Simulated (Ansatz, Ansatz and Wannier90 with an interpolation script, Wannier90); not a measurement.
# G0W0 band structure of SnO2 (Cassiterite)

Aim: the G0W0 bands of SnO2 (Cassiterite) along the symmetry lines, with the gap off the mesh.

Main program and level: Ansatz 0.2.0; LDA, Wannier functions and G0W0, plane waves, PAW.

**The experiments to reproduce.**

- Gap 3.6 eV: experimental gap quoted from earlier work; bulk crystal (quoted in “Study on the Photocatalytic Properties of Flower-Shaped SnO2”, 2022, pmc:9565917).

### 1. The structure

The structure is tetragonal, space group P4_2/mnm (No. 136). Conventional cell: a = 4.738 Å, b = 4.738 Å, c = 3.187 Å, α = 90.00°, β = 90.00°, γ = 90.00°. Nearest to Sn lie 6 O at 2.05 to 2.06 Å. O has 3 Sn at 2.05 to 2.06 Å nearest. Farther neighbours and most contacts between anions are not listed.

Coordinates:

```cif
data_structure
_symmetry_space_group_name_H-M 'P 1'
_symmetry_Int_Tables_number 1
_cell_length_a 4.7380
_cell_length_b 4.7380
_cell_length_c 3.1865
_cell_angle_alpha 90.000
_cell_angle_beta 90.000
_cell_angle_gamma 90.000
_cell_volume 71.53
loop_
_atom_site_label
_atom_site_type_symbol
_atom_site_fract_x
_atom_site_fract_y
_atom_site_fract_z
_atom_site_occupancy
Sn1 Sn 0.00000 0.00000 0.00000 1
Sn2 Sn 0.50000 0.50000 0.50000 1
O3 O 0.30710 0.30710 0.00000 1
O4 O 0.19290 0.80710 0.50000 1
O5 O 0.69290 0.69290 0.00000 1
O6 O 0.80710 0.19290 0.50000 1
```

The cell and positions come from the Crystallography Open Database and are kept as given unless a step says otherwise. The default PAW set here is soft_2. Its files were made with PBE.

### 2. LDA bands

Levels along a band path, at the cheap level, show where the edges lie and whether the meshes to come will hold them.

This step: DFT, LDA, plane waves, PAW.

The input, input.yaml:

```yaml
crystal:
  lattice:
    - [4.738, 0.0, 0.0]
    - [0.0, 4.738, 0.0]
    - [0.0, 0.0, 3.1865]
  atoms:
    - { symbol: Sn, position: [0.0, 0.0, 0.0] }
    - { symbol: Sn, position: [0.5, 0.5, 0.5] }
    - { symbol: O, position: [0.3071, 0.3071, 0.0] }
    - { symbol: O, position: [0.1929, 0.8071, 0.5] }
    - { symbol: O, position: [0.6929, 0.6929, 0.0] }
    - { symbol: O, position: [0.8071, 0.1929, 0.5] }
kpoints:
  mp_grid: { grid: [4, 4, 6] }
  band_path:
    path:
      - [[0.0, 0.0, 0.0], [0.0, 0.5, 0.0], [0.5, 0.5, 0.0], [0.0, 0.0, 0.0], [0.0, 0.0, 0.5], [0.0, 0.5, 0.5], [0.5, 0.5, 0.5], [0.0, 0.0, 0.5]]
      - [[0.0, 0.5, 0.0], [0.0, 0.5, 0.5]]
      - [[0.5, 0.5, 0.0], [0.5, 0.5, 0.5]]
    npoints: 10
hamiltonian:
  xc: lda
scf:
  occupations: { method: fermi_dirac, width: 0.02 }
  n_extra_bands: 38
output:
  eigenvalues: true
  fatbands: true
  write_density: true
  write_potential: true
  elf: true
  volumetric_format: npy
```

The run is started by

```
ansatz run input.yaml --threads 8 --pin off --max-ram 18432MiB --backend cpu --events-out ev --progress --plain --runs-dir out
```

Numbers of over 12 decimals in the logs are rounded to 6 here.

The log of the run:

```text
scf.n_extra_bands = 38 over 26 filled bands (N_el = 52.0): the run solves 64 bands
Engine: ansatz 0.2.0, aarch64-unknown-linux-gnu
Pseudopotentials: kind: paw
Pseudopotential: Sn, paw, valence charge 14, recommended cutoff 420 eV (normal), Sn.paw.azcp
Pseudopotential: O, paw, valence charge 6, recommended cutoff 420 eV (normal), O.paw.azcp
Functional definition: SPW92
  exchange = slater_x
  correlation = pw_c
Crystal: 6 atoms, lattice volume = 71.533 Å³
Basis set: ecut = 420 eV, 1411 PW (Γ)
Bands: 64, of which v1, the nominal top of the filled ones, is band 26 counted from 1 (25 counted from 0)
Symmetry: 16 space group operations
Space group: P42/mnm (ITA 136), of the structure as read, at distance tolerance 4.2e-5 Å
k-points: 24 of 96
Non-local potential: Sn, projectors of the file, l = 0: 2, l = 1: 2, l = 2: 2, l = 3: 2
Non-local potential: O, projectors of the file, l = 0: 2, l = 1: 2, l = 2: 1
PAW form: soft (Blöchl's): semilocal exchange-correlation on the pseudo side does not see the compensation charge
PAW frozen core: Sn, regenerated for the run's functional, and the local potential with it (the file was generated under x = pbe(κ = 0.804, μ = 0.219515), c = pbe(β = 0.066725))
PAW frozen core: O, regenerated for the run's functional, and the local potential with it (the file was generated under x = pbe(κ = 0.804, μ = 0.219515), c = pbe(β = 0.066725))
PAW one-centre angular grid: Sn, 590 points (default); XC on 64 Gauss nodes
PAW one-centre angular grid: O, 110 points (default); XC on 64 Gauss nodes
Initial density: superposition of atomic densities (neutral atoms: chi_scale 0, normalization atom), corrected by the library's trained network
Initial wavefunctions: pseudopotential atomic-orbital guess
Functional: x = slater, c = lda
SCF iter   1: F=—  HF=-13980.422629 eV  |F-HF|=—  |Δ(HF+E_count)|=         —  Δρ=1.88e-2  dr2=2.11e-1  ethr=1.77e-3  ⟨swp⟩=6.0  Hψ=7420  notcnv=0  defer=474
preconditioner: auto → Resta (q_TF=auto, 2.587 Å⁻¹)  ε∞=2.0  [insulator: Δε(μ)=0.964 eV  Ē_g=32.182 eV  σ=0.020 eV  W_gap=1.00  n_scr=18 (ndim 8)  ℏωp=31.7 eV  f_vac=0.027  D(μ)=0.00/eV (n_scr^D=0)  ε∞_Penn≈2.0]
SCF iter   2: F=—  HF=-13980.361739 eV  |F-HF|=—  |Δ(HF+E_count)|=   6.09e-2  Δρ=5.84e-3  dr2=9.19e-3  ethr=4.06e-4  ⟨swp⟩=2.7  Hψ=2169  notcnv=0  defer=787
SCF iter   3: F=—  HF=-13980.358158 eV  |F-HF|=—  |Δ(HF+E_count)|=   3.58e-3  Δρ=2.05e-3  dr2=1.63e-3  ethr=1.77e-5  ⟨swp⟩=3.1  Hψ=1473  notcnv=0  defer=788
SCF iter   4: F=—  HF=-13980.357611 eV  |F-HF|=—  |Δ(HF+E_count)|=   5.47e-4  Δρ=6.59e-4  dr2=1.64e-4  ethr=3.14e-6  ⟨swp⟩=1.0  Hψ=748  notcnv=0  defer=788
SCF iter   5: F=—  HF=-13980.357554 eV  |F-HF|=—  |Δ(HF+E_count)|=   5.74e-5  Δρ=7.84e-5  dr2=2.89e-6  ethr=3.15e-7  ⟨swp⟩=2.0  Hψ=1286  notcnv=0  defer=788
SCF iter   6: F=—  HF=-13980.357556 eV  |F-HF|=—  |Δ(HF+E_count)|=   2.07e-6  Δρ=8.99e-6  dr2=5.97e-8  ethr=1.92e-10  ⟨swp⟩=11.2  Hψ=10398  notcnv=0
SCF iter   7: F=-13980.357556 eV  HF=-13980.357556 eV  |F-HF|=1.67e-10  |Δ(HF+E_count)|=   1.74e-8  Δρ=7.87e-7  dr2=2.26e-10  ethr=1.15e-10  ⟨swp⟩=1.0  Hψ=3176  notcnv=0
SCF 1 converged in 7 iterations: F = -13980.357556 eV  dr2 = 2.26e-10
[...]
NSCF: frozen V_eff on 93 k-points
SCF converged after 7 iterations
Free energy (F): -13980.357556 eV
Harris-Foulkes:  -13980.357556 eV  (|F-HF|=1.67e-10)
Internal energy: -13980.357556 eV  (E = F + TS)
E sigma→0 (E₀):  -13980.357556 eV
Fermi energy:    9.726815 eV
--- Per-component energies (eV) ---
  E_band       = -131.425241
  E_kinetic    = 1081.120994
  E_local      = -2867.988596  (includes V_loc(G=0)·N_el)
  E_nonlocal   = 150.981676
  E_hartree    = 1481.730127
  E_xc         = -1041.950932
  E_vxc        = -564.363204  (∫ρ·V_xc dr)
  E_paw        = -8602.646714  (= ΣΔE_a)
  E_vpaw       = -894.646663  (= ΣTr[D̂ρ^β])
  E_aug_tail   = 0.010187  (compensation charges beyond the density's cutoff)
  E_ewald      = -4182.851779
  E_core_change = 1.237482  (= ΣΔE_core)
  E_smearing   = -0.000000  (= −TS)
  E_closure    = 0.000000  (closes the sum)
  Σ components = -13980.357556   (vs F -13980.357556, Δ=0.00e0)
--- Band table (eV; the first three rows and the last of 24) ---
  k-point 0: bands = [... 22 lower, 7.9024, 8.3623, 8.3623, 9.1600, 10.2936, 15.0668, 15.2710, 15.2710, ... 34 higher]
  k-point 1: bands = [... 22 lower, 6.9619, 8.3848, 8.3848, 8.9234, 11.7932, 15.5786, 16.3620, 16.3620, ... 34 higher]
  k-point 2: bands = [... 22 lower, 6.6883, 8.1501, 8.1501, 8.2876, 13.8184, 15.8894, 17.7307, 18.3355, ... 34 higher]
  k-point 23: bands = [... 22 lower, 8.1646, 8.1646, 8.3144, 8.3144, 13.8709, 13.8709, 17.7628, 17.7628, ... 34 higher]
```

Elapsed: 3.8 s, on 8 threads of Arm Neoverse V1, shared host; peak memory 0.58 GiB; 27 s of CPU time.

In the SCF lines HF is the Harris–Foulkes energy and dr2 the Hartree energy of the density residual, in eV; the loop may stop once dr2 is under the threshold and the program's other checks hold. Hψ counts applications of the Hamiltonian.

This step gave:

| Quantity | Value |
| --- | --- |
| filled bands | 26 |
| gap | 1.134 eV |
| valence top at | Γ |
| conduction bottom at | Γ |
| least direct gap | 1.134 eV |

The gap is direct, at Γ.

ELF in the ab plane at fractional z = 0.000, with atoms of Sn and O within 0.2 Å of it. It is the smooth field of the valence electrons, not physical close to the nuclei.

Values, 14 rows by 14 columns, each cell a mean:
```
0.01 0.07 0.21 0.16 0.07 0.03 0.02 0.09 0.25 0.32 0.25 0.20 0.14 0.03
0.13 0.19 0.21 0.13 0.06 0.03 0.07 0.39 0.64 0.72 0.64 0.36 0.20 0.14
0.21 0.19 0.14 0.09 0.04 0.03 0.18 0.65 0.83 0.82 0.80 0.70 0.36 0.20
0.11 0.10 0.07 0.04 0.03 0.05 0.26 0.72 0.80 0.56 0.53 0.80 0.64 0.25
0.06 0.04 0.03 0.03 0.03 0.05 0.20 0.63 0.75 0.52 0.56 0.82 0.72 0.32
0.03 0.03 0.06 0.11 0.13 0.10 0.11 0.38 0.68 0.75 0.80 0.83 0.64 0.25
0.02 0.10 0.31 0.51 0.51 0.35 0.14 0.14 0.38 0.63 0.72 0.65 0.39 0.09
0.06 0.34 0.69 0.82 0.80 0.72 0.47 0.14 0.11 0.20 0.26 0.18 0.07 0.02
0.11 0.48 0.80 0.81 0.62 0.69 0.72 0.35 0.10 0.05 0.05 0.03 0.03 0.03
0.14 0.46 0.79 0.71 0.36 0.62 0.80 0.51 0.13 0.03 0.03 0.04 0.06 0.07
0.17 0.29 0.65 0.79 0.71 0.81 0.82 0.51 0.11 0.03 0.04 0.09 0.13 0.16
0.18 0.20 0.32 0.65 0.79 0.80 0.69 0.31 0.06 0.03 0.07 0.14 0.21 0.21
0.04 0.10 0.20 0.29 0.46 0.48 0.34 0.10 0.03 0.04 0.10 0.19 0.19 0.07
0.00 0.04 0.18 0.17 0.14 0.11 0.06 0.02 0.03 0.06 0.11 0.21 0.13 0.01
```
Columns run along a (4.7 Å), rows up along b (4.7 Å). Atoms in or near the plane, at fractional coordinates: Sn at (0.00, 0.00), O at (0.31, 0.31), O at (0.69, 0.69).

Electrostatic potential energy in the ab plane at fractional z = 0.000, with atoms of Sn and O within 0.2 Å of it. With pseudopotentials it is smooth inside the atoms' cores, unlike the true potential.

Ten even steps from '0' (-34 eV) to '9' (28 eV), each cell a mean:
```
98457788776459
64467788776545
45677777532554
66777777200266
77777776200377
77777777522577
88877777767788
88764567777788
77620157777777
77500047777777
56520267777765
44555678777644
96467788776548
99457788776469
```
Columns run along a (4.7 Å; values clipped at the 3rd and 97th percentile), rows up along b (4.7 Å). Atoms in or near the plane, at fractional coordinates: Sn at (0.00, 0.00), O at (0.31, 0.31), O at (0.69, 0.69).

### 3. Overlaps and projections on 8×8×12

This step: overlaps and projections of LDA states for Wannier90, plane waves, PAW.

input.yaml, the sections that differ from step 2:

```yaml
kpoints:
  mp_grid: { grid: [4, 4, 6] }
scf:
  occupations: { method: fixed }
  n_extra_bands: 38
output:
  wannier:
    kmesh: [8, 8, 12]
    projections:
      - { species: O, l: p, shell: 2 }
      - { species: Sn, l: s, shell: 5 }
      - { species: Sn, l: p, shell: 5 }
    minimise: false
    seedname: w
    disentanglement: { window: [0.73, 22.37], frozen_window: [0.73, 13.29] }
# crystal, hamiltonian: as in step 2
```

The log of the run:

```text
[...]
Crystal: 6 atoms, lattice volume = 71.533 Å³
Basis set: ecut = 420 eV, 1411 PW (Γ)
Bands: 64, of which v1, the nominal top of the filled ones, is band 26 counted from 1 (25 counted from 0)
Symmetry: 16 space group operations
[...]
k-points: 24 of 96
[...]
--- Band table (eV; the first three rows and the last of 24) ---
  k-point 0: bands = [... 22 lower, 7.9024, 8.3623, 8.3623, 9.1600, 10.2936, 15.0668, 15.2710, 15.2710, ... 34 higher]
  k-point 1: bands = [... 22 lower, 6.9619, 8.3848, 8.3848, 8.9234, 11.7932, 15.5786, 16.3620, 16.3620, ... 34 higher]
  k-point 2: bands = [... 22 lower, 6.6883, 8.1501, 8.1501, 8.2876, 13.8184, 15.8894, 17.7307, 18.3355, ... 34 higher]
  k-point 23: bands = [... 22 lower, 8.1646, 8.1646, 8.3144, 8.3144, 13.8709, 13.8709, 17.7628, 17.7628, ... 34 higher]
[key lines of the parts left out:]
SCF converged after 7 iterations
Free energy (F): -13980.357556 eV
Fermi energy:    9.160023 eV
```

Wall time 14 s (8 threads); peak memory 1.6 GiB.

(Part 1 of 3 ends here.)

[Paths, hosts, dates, memory and timing lines, banners, echoed tables and standing remarks are left out of the program output.]

[Logs are printed without paths, hosts, clocks, repeated set-up lines and the standing remarks that a program may print on its own settings, such as how far it seeks lower states.]

[Runs of the session that timed out or met a known fault of the program may be left out.]

[Hosts, paths, dates, database ids (printed as entryN), source tags and the programs' standing remarks are cut or masked in the printed files.]
